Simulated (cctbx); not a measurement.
# What is wrong with this refinement?

Cell a = 10.1010 Å, b = 11.6430 Å, c = 6.0930 Å, α = 90.00°, β = 90.00°, γ = 90.00°; space group Ibam (no. 72).

Simulated single-crystal data (cctbx): synchrotron X-rays, λ = 0.4959 Å, to d = 0.7 Å, 50 % of the full sphere, strongest reflection 70000 counts, noise from counting, a 1.5 % proportional error and a noise floor of 2 counts (s.d.); no absorption, and some extinction, which the refinements don't model.

An anisotropic refinement with weights 1/σ² prints:

```text
Rint 0.016, 592 unique reflections to 0.70 A
cycle     R1     wR2    GooF  max shift (A)
   1  0.2575  0.5611  30.421   0.02107
   3  0.2333  0.4863  26.367   0.00025
final R1 0.2333 wR2 0.4863 GooF 26.367  parameters 24  data/parameter 24.7
atom        x        y        z      Ueq    occ   su(xyz)  su(Uiso or U11)
Ir1    0.89367  0.64477  0.00000   0.0070  1.000  0.00039  0.0018
Ir2    0.00000  0.00000  0.25000   0.0124  1.000  0.00000  0.0028
Er1    0.22515  0.36106  0.50000   0.0090  1.000  0.00048  0.0021
Ge1    0.66475  0.59585  0.00000   0.0101  1.000  0.00114  0.0040  NPD
Ge2    0.00000  0.50000  0.75000   0.0356  1.000  0.00000  0.0104
difference map: max 116.44 min -21.05 rms 6.50
Q1    0.0000  0.2277  0.2500    8  119.47  2.38 A from Ir1
Q2    0.1057  0.3592  0.0000    8   70.08  0.05 A from Ir1
Q3    0.2140  0.3676  0.5000    8   56.87  0.14 A from Er1
Q4    0.0000  0.0000  0.2500    4   45.16  0.00 A from Ir2
Q5    0.0000  0.5000  0.2500    4   39.63  0.00 A from Ge2
Q6    0.2040  0.1003  0.5000    8   22.99  0.40 A from Ge1
```

**Question.** Can this result stand? If not, what is the likely fault?

Mend it. The fault: an atom left out, Ge at (0, 0.2283, 1/4). Against the right model at the same level, R1 goes from 0.0105 to 0.2333 and GooF from 1.18 to 26.37, U of Er1 shrinks from 0.0178 to 0.0090 Å², U of Ir1 shrinks from 0.0135 to 0.0070 Å², the top difference peak, 119.5 e/Å³, lies 2.38 Å from Ir1 and Ge1 goes non-positive-definite. Q1 is the missing atom. With scattering power missing, scale and phases suffer, so peaks may also grow on the heavy atoms.

The compound is Er2Ge5Ir3. The right model at the same level gives:

```text
Rint 0.016, 592 unique reflections to 0.70 A
cycle     R1     wR2    GooF  max shift (A)
   1  0.0107  0.0220   1.196   0.00005
   2  0.0105  0.0217   1.182   0.00000
final R1 0.0105 wR2 0.0217 GooF 1.182  parameters 29  data/parameter 20.4
atom        x        y        z      Ueq    occ   su(xyz)  su(Uiso or U11)
Ir1    0.89440  0.64413  0.00000   0.0135  1.000  0.00002  0.0001
Ir2    0.00000  0.00000  0.25000   0.0170  1.000  0.00000  0.0001
Er1    0.22320  0.36169  0.50000   0.0178  1.000  0.00002  0.0001
Ge1    0.66642  0.59540  0.00000   0.0205  1.000  0.00005  0.0002
Ge2    0.00000  0.22825  0.25000   0.0229  1.000  0.00005  0.0003
Ge3    0.00000  0.50000  0.75000   0.0205  1.000  0.00000  0.0003
difference map: max 0.82 min -1.54 rms 0.33
Q1    0.0000  0.1641  0.2500    8    0.83  0.75 A from Ge2
Q2    0.1546  0.2752  0.5000    8    0.79  1.22 A from Er1
Q3    0.0886  0.2243  0.0000    8    0.76  1.54 A from Ir1
Q4    0.0309  0.0803  0.1361   16    0.71  1.21 A from Ir2
Q5    0.0188  0.1521  0.3908   16    0.70  1.25 A from Ge2
Q6    0.1808  0.1182  0.2016   16    0.70  1.58 A from Er1
```

The model is made up (kin elements in a known structure type, no relaxation), so it says nothing on whether the phase exists.

[Middle refinement cycles are left out of these outputs.]

[Logs are printed without paths, hosts, clocks, repeated set-up lines and the standing remarks that a program may print on its own settings, such as how far it seeks lower states.]
